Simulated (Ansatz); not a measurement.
**AlAg2B (built on the sites of a database entry of AlAg): relaxing the cell for a phonon run**

Wanted: the relaxed cell of AlAg2B (built on the sites of a database entry of AlAg).

Calculated with Ansatz 0.2.0; DFT RPBE, scalar-relativistic, plane waves, PAW.

The structure was built from a prototype and need not be the compound's stable phase.

**1. Starting point**

Symmetry: R3m, No. 160, trigonal system. The conventional cell has a = 2.874 Å, b = 2.874 Å, c = 25.965 Å, α = 90.00°, β = 90.00°, γ = 120.00°. Nearest to B lie 3 Ag at 2.67 Å and 3 Al at 2.71 Å. Nearest to Al lie 3 Ag at 2.67 Å and 3 B at 2.71 Å and 6 Al at 2.87 Å. Ag has 3 Al at 2.67 Å and 9 Ag at 2.86 to 2.87 Å nearest. Ag has 3 B at 2.67 Å and 9 Ag at 2.86 to 2.87 Å nearest. Farther neighbours are not listed.

**2. Probe on a coarse mesh**

A quick single point on a coarse mesh tells whether the cell has a gap and how far it is from rest, which sets the k mesh and smearing that follow.

input.yaml reads:

```yaml
crystal:
  lattice:
    - [1.43687, 0.82958, 8.65498]
    - [-1.43687, 0.82958, 8.65498]
    - [0.0, -1.65915, 8.65498]
  atoms:
    - { symbol: B, position: [0.37457, 0.37457, 0.37457] }
    - { symbol: Al, position: [0.62543, 0.62543, 0.62543] }
    - { symbol: Ag, position: [0.8782, 0.8782, 0.8782] }
    - { symbol: Ag, position: [0.1218, 0.1218, 0.1218] }
kpoints:
  mp_grid: { grid: [9, 9, 9] }
hamiltonian:
  xc: rpbe
scf:
  occupations: { method: gaussian, width: 0.1 }
output:
  forces: true
  stress: true
  eigenvalues: true
```

On the command line:

```bash
ansatz run input.yaml --threads 8 --pin off --max-ram 14336MiB --backend cpu --events-out ev --progress --plain --runs-dir out
```

Numbers of over 12 decimals in the logs are rounded to 6 here.

What it wrote:

```text
[...]
k-point 0: bands = [... 18 lower, 8.5305, 9.2600, 9.2600, 10.7231, 13.5842, 18.5365, 18.5365, 20.4647, ... 1 higher]
  k-point 1: bands = [... 18 lower, 8.5556, 8.9332, 9.2472, 11.4375, 13.8090, 17.5790, 18.2359, 20.4554, ... 1 higher]
  k-point 2: bands = [... 18 lower, 8.8521, 8.9104, 9.2137, 12.5941, 14.5093, 15.3760, 17.5803, 18.6411, ... 1 higher]
  k-point 84: bands = [... 18 lower, 8.5557, 9.2337, 9.2476, 9.7176, 16.0781, 17.5543, 18.0933, 18.2326, ... 1 higher]
[key lines of the parts left out:]
SCF converged after 8 iterations
Free energy (F): -15891.718046 eV
Fermi energy:    12.944106 eV
P = ⅓ Tr σ = 0.2923 GPa (2.923 kbar)
```

Elapsed: 2 s, on 8 threads of Arm Neoverse V2, shared host; peak memory 0.42 GiB.

Numbers from this step:

```
pressure          : 0.2923 GPa
volume per atom   : 15.48 Å³
gap on the k-mesh : 0 eV
```

The coarse mesh shows no gap and a pressure of 0.3 GPa.

**3. Rough relaxation**

The start is far from rest, so a relaxation with loose tolerances brings it close first.

Edit input.yaml of step 2 so:

```diff
@@ -20 +20,6 @@
   eigenvalues: true
+relax:
+  adjacent_minimum: "off"
+  f_tol: 0.05
+  max_steps: 80
+  cell: { stress_tol: 0.5 }
```

What it wrote:

```text
[...]
Crystal: 4 atoms, lattice volume = 61.900 Å³
Basis set: ecut = 420 eV, 1223 PW (Γ), FFT grids on a1−a3, a2−a3, a3, exchange–correlation on 40×40×120 points (8 copies of the dense FFT grid, shifted against one another)
Bands: 27, of which v1, the nominal top of the filled ones, is band 22 counted from 1 (21 counted from 0)
Symmetry: 6 space group operations
[...]
cell:  # Å, volume = 60.9306 Å³
    - [1.498098, 0.864929, 7.837262]
    - [-1.498098, 0.864929, 7.837262]
    - [0, -1.729853, 7.837262]
  atoms:
    - { symbol: B, position: [0.371208, 0.371208, 0.371208] }
    - { symbol: Al, position: [0.642195, 0.642195, 0.642195] }
    - { symbol: Ag, position: [0.880240, 0.880240, 0.880240] }
    - { symbol: Ag, position: [0.106357, 0.106357, 0.106357] }
[key lines of the parts left out:]
SCF converged after 4 iterations
Free energy (F): -15892.832055 eV
Fermi energy:    13.061607 eV
P = ⅓ Tr σ = -0.0268 GPa (-0.268 kbar)
```

Run time: 11 s. Hardware: 8 threads; peak memory 0.47 GiB; 80 s of CPU time.

Step by step:

```csv
step,energy less that of the first step (eV),largest force component (eV/Å),pressure (GPa),volume (Å³)
1,0.0000,2.2198,0.29,61.90
2,-0.6836,1.3979,-2.13,61.38
3,-1.0099,0.5295,3.01,58.62
4,-1.1088,0.1734,1.35,60.09
5,-1.1128,0.0918,-0.29,61.01
6,-1.1135,0.0129,-0.03,60.93
7*,-1.1140,0.0124,-0.03,60.93
```

Relaxation steps marked * repeat the geometry before them on a plane-wave basis chosen anew for their cell, so energy and pressure can jump there.

The run keeps the 6 symmetry operations that it works with, so distortions that break them were not tested.

```csv
"conventional cell, symmetrised",before,after,change
a (Å),2.874,2.996,+4.3 %
b (Å),2.874,2.996,+4.3 %
c (Å),25.965,23.512,-9.4 %
volume (Å³/atom),15.48,15.23,-1.6 %
```

The atoms that moved most (Å, as changes of fractional coordinates times the final cell):

```csv
atom,dx,dy,dz,length
Al2,0.000,0.000,0.394,0.394
Ag4,0.000,0.000,-0.363,0.363
B1,0.000,0.000,-0.079,0.079
Ag3,0.000,0.000,0.048,0.048
```

Final coordinates:

```xyz
4
Lattice="1.4981 0.8649 7.8373 -1.4981 0.8649 7.8373 0.0000 -1.7299 7.8373" Properties=species:S:1:pos:R:3 pbc="T T T"
B     0.0000    0.0000    8.7278
Al    0.0000    0.0000   15.0992
Ag    0.0000    0.0000   20.6960
Ag    0.0000    0.0000    2.5006
```

Numbers from this step:

- pressure: -0.02678 GPa
- volume per atom: 15.23 Å³

In this step the volume went from 15.48 to 15.23 Å³/atom.

**4. Relaxation**

The cell and atoms are relaxed, since residual forces and stress would shift the frequencies.

input.yaml reads:

```yaml
crystal:
  lattice:
    - [1.4980983363, 0.8649289869, 7.8372619077]
    - [-1.4980983363, 0.8649289869, 7.8372619077]
    - [0.0, -1.7298534462, 7.8372624073]
  atoms:
    - { symbol: B, position: [0.3712079417, 0.3712079417, 0.3712079417] }
    - { symbol: Al, position: [0.6421951609, 0.6421951609, 0.6421951609] }
    - { symbol: Ag, position: [0.8802399246, 0.8802399246, 0.8802399246] }
    - { symbol: Ag, position: [0.1063569729, 0.1063569729, 0.1063569729] }
kpoints:
  mp_grid: { grid: [18, 18, 18] }
hamiltonian:
  xc: rpbe
scf:
  occupations: { method: gaussian, width: 0.1 }
output:
  forces: true
  stress: true
  eigenvalues: true
  write_density: true
  write_potential: true
  elf: true
  volumetric_format: npy
relax:
  adjacent_minimum: "off"
  f_tol: 0.005
  max_steps: 80
  cell: { stress_tol: 0.05 }
```

What it wrote:

```text
[...]
Crystal: 4 atoms, lattice volume = 60.931 Å³
Basis set: ecut = 420 eV, 1155 PW (Γ), FFT grids on a1−a2, a2, −a2+a3, exchange–correlation on 48×108×48 points (8 copies of the dense FFT grid, shifted against one another)
Bands: 27, of which v1, the nominal top of the filled ones, is band 22 counted from 1 (21 counted from 0)
Symmetry: 6 space group operations
[...]
k-points: 580 of 5832 (time reversal used)
[...]
SCF iter   1: F=—  HF=-15892.790654 eV  |F-HF|=—  |Δ(HF+E_count)|=         —  Δρ=4.26e-3  dr2=3.13e-2  ethr=1.77e-3  ⟨swp⟩=5.3  Hψ=59419  notcnv=0
[...]
SCF iter   8: F=-15892.787934 eV  HF=-15892.787934 eV  |F-HF|=5.83e-9  |Δ(HF+E_count)|=   6.92e-9  Δρ=3.78e-6  dr2=1.37e-8  ethr=2.27e-10  ⟨swp⟩=9.6  Hψ=91033  notcnv=0
SCF 1 converged in 8 iterations: F = -15892.787934 eV  dr2 = 1.37e-8
[...]
relax step   1: F+E_penalty+E_count = -15892.78793367 eV  Δ(F+E_penalty+E_count) = +0.000e0 eV  max|allowed force component| = 5.180e-2 eV/Å  Δτ_max = 0.0000 Å  P = +0.035 GPa  Ω = 60.931 Å³  (8 SCF iters, dr2 threshold 1.00e-7 eV, accepted)
Crystal: 4 atoms, lattice volume = 60.840 Å³
Basis set: ecut = 420 eV, 1131 PW (Γ), FFT grids on a1−a2, a2, −a2+a3, exchange–correlation on 48×108×48 points (8 copies of the dense FFT grid, shifted against one another)
[...]
SCF iter   6: F=-15892.788631 eV  HF=-15892.788632 eV  |F-HF|=4.74e-8  |Δ(HF+E_count)|=   2.85e-8  Δρ=9.12e-6  dr2=5.64e-8  ethr=8.82e-10  ⟨swp⟩=7.2  Hψ=85130  notcnv=0
SCF 2 converged in 6 iterations: F = -15892.788631 eV  dr2 = 5.64e-8
relax step   2: F+E_penalty+E_count = -15892.78863146 eV  Δ(F+E_penalty+E_count) = -6.978e-4 eV  max|allowed force component| = 3.665e-2 eV/Å  Δτ_max = 0.0086 Å  P = +0.094 GPa  Ω = 60.840 Å³  energy of the carried Pulay correction = +4.835e-5 eV  (6 SCF iters, dr2 threshold 3.88e-7 eV, accepted)
Crystal: 4 atoms, lattice volume = 60.959 Å³
Basis set: ecut = 420 eV, 1143 PW (Γ), FFT grids on a1−a2, a2, −a2+a3, exchange–correlation on 48×108×48 points (8 copies of the dense FFT grid, shifted against one another)
[...]
SCF iter   5: F=-15892.788745 eV  HF=-15892.788745 eV  |F-HF|=1.63e-8  |Δ(HF+E_count)|=   3.32e-8  Δρ=4.20e-6  dr2=2.19e-8  ethr=1.91e-10  ⟨swp⟩=7.2  Hψ=85295  notcnv=0
SCF 3 converged in 5 iterations: F = -15892.788745 eV  dr2 = 2.19e-8
relax step   3: F+E_penalty+E_count = -15892.78874545 eV  Δ(F+E_penalty+E_count) = -1.140e-4 eV  max|allowed force component| = 1.150e-2 eV/Å  Δτ_max = 0.0050 Å  P = -0.027 GPa  Ω = 60.959 Å³  energy of the carried Pulay correction = -1.529e-5 eV  (5 SCF iters, dr2 threshold 8.40e-8 eV, accepted)
[...]
relax step   4: F+E_penalty+E_count = -15892.78876954 eV  Δ(F+E_penalty+E_count) = -2.409e-5 eV  max|allowed force component| = 1.718e-3 eV/Å  Δτ_max = 0.0013 Å  P = +0.014 GPa  Ω = 60.940 Å³  energy of the carried Pulay correction = -4.970e-6 eV  (6 SCF iters, dr2 threshold 8.27e-9 eV, accepted)
[...]
SCF iter   5: F=-15892.788767 eV  HF=-15892.788767 eV  |F-HF|=3.09e-11  |Δ(HF+E_count)|=  1.64e-11  Δρ=1.58e-7  dr2=3.51e-11  ethr=1.00e-12  ⟨swp⟩=5.0  Hψ=64299  notcnv=0
SCF 5 converged in 5 iterations: F = -15892.788767 eV  dr2 = 3.51e-11
relax step   5: F+E_penalty+E_count = -15892.78876711 eV  Δ(F+E_penalty+E_count) = +2.432e-6 eV  max|allowed force component| = 1.706e-3 eV/Å  Δτ_max = 0.0000 Å  P = +0.013 GPa  Ω = 60.940 Å³  stress off target by 1.39e-2 GPa  SCF on the basis re-selected at this cell (its energy is not comparable with the rows above)  (5 SCF iters)
basis re-selected at this cell: Δ(F+E_penalty+E_count) = +2.432e-6 eV, ΔP = -0.001 GPa vs the last step (what re-selecting the basis moved, of the pressure what is left beyond the Pulay correction that the steps carried, after the strain that the cell walked since its last selection, with what the two solves' SCF thresholds leave and, on support functions, any second-order correction that the steps lacked; it is no m [...]
SCF converged after 5 iterations
Free energy (F): -15892.788767 eV
[...]
Internal energy: -15892.783583 eV  (E = F + TS)
E sigma→0 (E₀):  -15892.786175 eV
Entropy (-TS):   -0.005184 eV (-1.296 meV/atom)
Fermi energy:    13.044661 eV
[...]
--- Forces (eV/Å), atoms counted from 1 ---
  atom   1  B     -0.00000000     0.00000000     0.00022217
  atom   2  Al     0.00000000    -0.00000000    -0.00170600
  atom   3  Ag     0.00000000    -0.00000000    -0.00008683
  atom   4  Ag     0.00000000     0.00000000     0.00156987
  max |Σ_I F_I| component: 7.89e-7 eV/Å
--- Stress (GPa, compression-positive) ---
        0.013113      -0.000000       0.000000
       -0.000000       0.013113       0.000000
        0.000000       0.000000       0.013877
  P = ⅓ Tr σ = 0.0134 GPa (0.134 kbar)
--- Band table (eV; the first three rows and the last of 580) ---
  k-point 0: bands = [... 18 lower, 8.7225, 9.0621, 9.0621, 12.5073, 16.2950, 16.9616, 16.9616, 22.7415, ... 1 higher]
  k-point 1: bands = [... 18 lower, 8.7118, 9.0411, 9.0614, 12.6289, 16.3351, 16.6976, 16.8750, 22.5601, ... 1 higher]
  k-point 2: bands = [... 18 lower, 8.6906, 9.0308, 9.0583, 12.9483, 15.9949, 16.4644, 16.6421, 21.7106, ... 1 higher]
  k-point 579: bands = [... 18 lower, 9.0677, 9.0677, 9.6309, 10.1511, 16.9571, 16.9571, 18.8202, 20.7076, ... 1 higher]
--- Relaxed structure (4 steps of the walk, 4 accepted, 1 SCFs on fresh bases) ---
[...]
cell:  # Å, volume = 60.9400 Å³
    - [1.502131, 0.867257, 7.796427]
    - [-1.502131, 0.867257, 7.796427]
    - [0, -1.734510, 7.796427]
  atoms:
    - { symbol: B, position: [0.371383, 0.371383, 0.371383] }
    - { symbol: Al, position: [0.642059, 0.642059, 0.642059] }
    - { symbol: Ag, position: [0.880106, 0.880106, 0.880106] }
    - { symbol: Ag, position: [0.106452, 0.106452, 0.106452] }
```

Run time: 53 s. Hardware: 8 threads; peak memory 1.2 GiB; 6.8 min of CPU time.

Relaxation path:

```csv
step,energy less that of the first step (eV),largest force component (eV/Å),pressure (GPa),volume (Å³)
1,0.0000,0.0518,0.03,60.93
2,-0.0007,0.0367,0.09,60.84
3,-0.0008,0.0115,-0.03,60.96
4,-0.0008,0.0017,0.01,60.94
5*,-0.0008,0.0017,0.01,60.94
```

Relaxation steps marked * repeat the geometry before them on a plane-wave basis chosen anew for their cell, so energy and pressure can jump there.

The run keeps the 6 symmetry operations that it works with, so distortions that break them were not tested.

```csv
"conventional cell, symmetrised",before,after,change
a (Å),2.996,3.004,+0.3 %
b (Å),2.996,3.004,+0.3 %
c (Å),23.512,23.389,-0.5 %
volume (Å³/atom),15.23,15.23,+0.0 %
```

Final coordinates:

```cif
data_structure
_symmetry_space_group_name_H-M 'P 1'
_symmetry_Int_Tables_number 1
_cell_length_a 7.9870
_cell_length_b 7.9870
_cell_length_c 7.9870
_cell_angle_alpha 21.680
_cell_angle_beta 21.680
_cell_angle_gamma 21.680
_cell_volume 60.94
loop_
_atom_site_label
_atom_site_type_symbol
_atom_site_fract_x
_atom_site_fract_y
_atom_site_fract_z
_atom_site_occupancy
B1 B 0.37138 0.37138 0.37138 1
Al2 Al 0.64206 0.64206 0.64206 1
Ag3 Ag 0.88011 0.88011 0.88011 1
Ag4 Ag 0.10645 0.10645 0.10645 1
```

Numbers from this step:

| Item | Value |
| --- | --- |
| pressure | 0.01337 GPa |

Valence density in the ac plane of the cell as run, not the conventional one, at fractional y = 0.106, with atoms of Ag within 0.2 Å of it. It is the smooth field of the valence electrons, not physical close to the nuclei.

Ten steps, logarithmic in the rise over the least value, from '_' (0 e/Å³) to '@' (19 e/Å³), each cell a mean:
```
____::++%%%%##==..__..::====--::____________
______::==####**--..__..--++++==::..________
________..==****++::____..==****==::..______
________....--====--..____::++****++::..____
__________....::----::______::++####++::..__
________..........::::..______::++##**==::__
________................________::++****==::
..________..............__________::++**++--
::..________....::::....____________::==++==
--::________....::::::....____________..--==
--::..________....::::::..........______..::
..::..__________....::::::......::::..____..
__......__________....::::::....::----::..__
____________________....::::......--==++--..
::____________________............::==****==
++::____________________............--**####
%%**--______________________..........==##%%
@@@@##--______________________....__....==%%
%%@@@@##--________..____________________::++
**%%@@@@##--______......__________________::
::**%%@@@@**::____..::::::..________________
__::**%%@@%%++::____..----::..______________
```
Columns run along a (8.0 Å), rows up along c (8.0 Å). Atoms in or near the plane, at fractional coordinates: Ag at (0.11, 0.11).

ELF in the ac plane of the cell as run, not the conventional one, at fractional y = 0.106, with atoms of Ag within 0.2 Å of it. It is the smooth field of the valence electrons, not physical close to the nuclei.

Ten even steps from '_' (0.16) to '@' (0.81), each cell a mean:
```
______--**##**--______..::--::..::----::____
________::++**==::______::====::..::----::__
..........::====--..______::====--..::----::
::::::::::....::--::______..--++++--..::----
--------====::......________..==++++--..::--
------==++++++--..____________..==++++--..::
::----==++####**++::____________..==++==::..
..::----++##%%####++--____________..--====::
....::--==++%%@@%%##**--..__________..::==--
::____::::==**@@@@%%##**==..____________::::
....____..::==##@@@@%%##**--______________..
__________..::==##@@@@%%##**--______________
____________..::==##@@@@%%##++::__..::..____
______________..::==##@@@@%%##++....----::__
________________..::==##@@@@##**--..::====--
--..______________..::==**%%%%##++::..==****
##==..______________..::==++####++==..::++##
%%%%++..______________..::==++++++==::..::**
##@@%%++..______________::----====--::..__--
==##@@%%++..______________::--------::..____
__==##@@%%==..________..__..::------::..____
____==##%%##--________..::....::----::..____
```
Columns run along a (8.0 Å), rows up along c (8.0 Å). Atoms in or near the plane, at fractional coordinates: Ag at (0.11, 0.11).

Electrostatic potential energy in the ac plane of the cell as run, not the conventional one, at fractional y = 0.106, with atoms of Ag within 0.2 Å of it. With pseudopotentials it is smooth inside the atoms' cores, unlike the true potential.

Values in eV, 12 rows by 16 columns, each cell a mean:
```
 15  13   0 -18 -22  -9  10  13   6  -7  -5   7  13  13  13  15
 14  15  14   9  -5 -12  -3  11  13   4 -12 -14  -1  11  13  13
 13  14  14  13  12   7   2   7  13  14   6 -11 -18  -7   9  13
 13  13  13  13  11  10  11  11  12  14  15  10  -6 -16  -9   7
  8  14  13  12  12   9   5   9  13  14  14  15  13   2  -9  -6
  2  10  14  14  12  11   8   1   6  13  13  12  13  14  10   2
 11  10  13  15  14  12  11   9   3   5  11  11   6   6  12  13
 13  14  13  14  15  15  13  11  10   7   8  11   7  -7  -8   4
 -8   9  15  15  15  15  15  14  12  12  11  11  12   3 -16 -21
-25 -18   2  14  15  14  14  15  14  13  13  13  14  13   3 -18
-16 -25 -23  -5  12  15  13  11  12  14  13  13  14  15  15   6
 10  -9 -24 -24  -9  10  14   9   3   6  12  13  13  14  15  15
```
Columns run along a (8.0 Å; values clipped at the 3rd and 97th percentile), rows up along c (8.0 Å). Atoms in or near the plane, at fractional coordinates: Ag at (0.11, 0.11).

In this step the volume went from 15.23 to 15.23 Å³/atom.

**5. Relaxing to small forces for the phonons**

Phonons need a cell at rest on their own settings, so the relaxation is repeated with tight tolerances on forces and stress, using the mesh and the filling of the phonon run that follows.

input.yaml reads:

```yaml
crystal:
  lattice:
    - [1.5021314508, 0.8672574987, 7.7964267789]
    - [-1.5021314508, 0.8672574987, 7.7964267789]
    - [0.0, -1.7345104937, 7.7964272799]
  atoms:
    - { symbol: B, position: [0.3713834302, 0.3713834302, 0.3713834302] }
    - { symbol: Al, position: [0.6420586499, 0.6420586499, 0.6420586499] }
    - { symbol: Ag, position: [0.8801059761, 0.8801059761, 0.8801059761] }
    - { symbol: Ag, position: [0.1064519439, 0.1064519439, 0.1064519439] }
kpoints:
  mp_grid: { grid: [18, 18, 18] }
hamiltonian:
  xc: rpbe
scf:
  occupations: { method: methfessel_paxton, width: 0.2 }
output:
  forces: true
  stress: true
  eigenvalues: true
relax:
  adjacent_minimum: "off"
  f_tol: 0.001
  max_steps: 60
  cell: { stress_tol: 0.01 }
```

What it wrote:

```text
[...]
Crystal: 4 atoms, lattice volume = 60.940 Å³
Basis set: ecut = 420 eV, 1143 PW (Γ), FFT grids on a1−a3, a2−a3, a3, exchange–correlation on 48×48×108 points (8 copies of the dense FFT grid, shifted against one another)
Bands: 27, of which v1, the nominal top of the filled ones, is band 22 counted from 1 (21 counted from 0)
Symmetry: 6 space group operations
[...]
--- Relaxed structure (4 steps of the walk, 4 accepted, 2 SCFs on fresh bases) ---
[...]
cell:  # Å, volume = 60.9458 Å³
    - [1.502271, 0.867338, 7.795720]
    - [-1.502271, 0.867338, 7.795720]
    - [0, -1.734672, 7.795721]
  atoms:
    - { symbol: B, position: [0.371364, 0.371364, 0.371364] }
    - { symbol: Al, position: [0.642083, 0.642083, 0.642083] }
    - { symbol: Ag, position: [0.880107, 0.880107, 0.880107] }
    - { symbol: Ag, position: [0.106446, 0.106446, 0.106446] }
[key lines of the parts left out:]
SCF converged after 6 iterations
Free energy (F): -15892.785280 eV
Fermi energy:    13.042529 eV
P = ⅓ Tr σ = 0.0004 GPa (0.004 kbar)
```

Elapsed: 50 s, on 8 threads; peak memory 1 GiB; 6.5 min of CPU time.

Little changed from the start: no atom moved by 0.005 Å and no cell edge by 0.1 %.

This step gave:

| Property | Result |
| --- | --- |
| pressure | 4.12e-4 GPa |
| volume per atom | 15.24 Å³ |

The largest force component left is 0.27 meV/Å and the pressure is 0.000 GPa, within the tolerances set. The cell now holds 15.24 Å³/atom.

**6. Outcome**

```
space group after relaxation (within 0.01 Å) : R3m
lattice constant a                           : 3.005 Å
lattice constant b                           : 3.005 Å
lattice constant c                           : 23.387 Å
volume per atom                              : 15.2 Å³
```

In words: The largest force component left is 0.27 meV/Å and the pressure is 0.000 GPa, within the tolerances set. The cell now holds 15.24 Å³/atom. The relaxation keeps the symmetry of its start, so it says nothing on stability against lower symmetry. The starting cell was built on a prototype and not taken from a measurement, so the phase need not exist.

[Logs are printed without paths, hosts, clocks, repeated set-up lines and the standing remarks that a program may print on its own settings, such as how far it seeks lower states.]

[Hosts, paths, dates, database ids (printed as entryN), source tags and the programs' standing remarks are cut or masked in the printed files.]
